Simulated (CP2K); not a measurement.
Two runs for the C K edge of chloromethane. Run A: CP2K XAS_TDP, all-electron GAPW, PBEh(45%), aug-pc-2, TDA, no relativity. Run B differs in one setting.

First lines with a strength over 0.0015. A:

| atom | energy (eV) | states | strength, one atom |
| --- | --- | --- | --- |
| C1 (bonded to Cl and 3 H) | 283.05 | 1 | 0.0567 |
|  | 284.92 | 1 | 0.0058 |
|  | 285.74 | 2 | 0.0531 |
|  | 286.53 | 1 | 0.0049 |
|  | 286.97 | 2 | 0.0058 |

B:

| atom | energy (eV) | states | strength, one atom |
| --- | --- | --- | --- |
| C1 (bonded to Cl and 3 H) | 288.60 | 1 | 0.0556 |
|  | 290.47 | 1 | 0.0057 |
|  | 291.29 | 2 | 0.0521 |
|  | 292.08 | 1 | 0.0049 |
|  | 292.52 | 2 | 0.0057 |

Q: Which was it: the functional, scalar relativity switched on, the basis, GW2X switched on?

GW2X switched on. GW2X shifts an atom's lines together and keeps their spacings. Against PBEh(45%) in aug-pc-2, the leading line moves by +5.55 eV, to 288.60 eV.

[Hosts, paths, dates, database ids (printed as entryN), source tags and the programs' standing remarks are cut or masked in the printed files.]
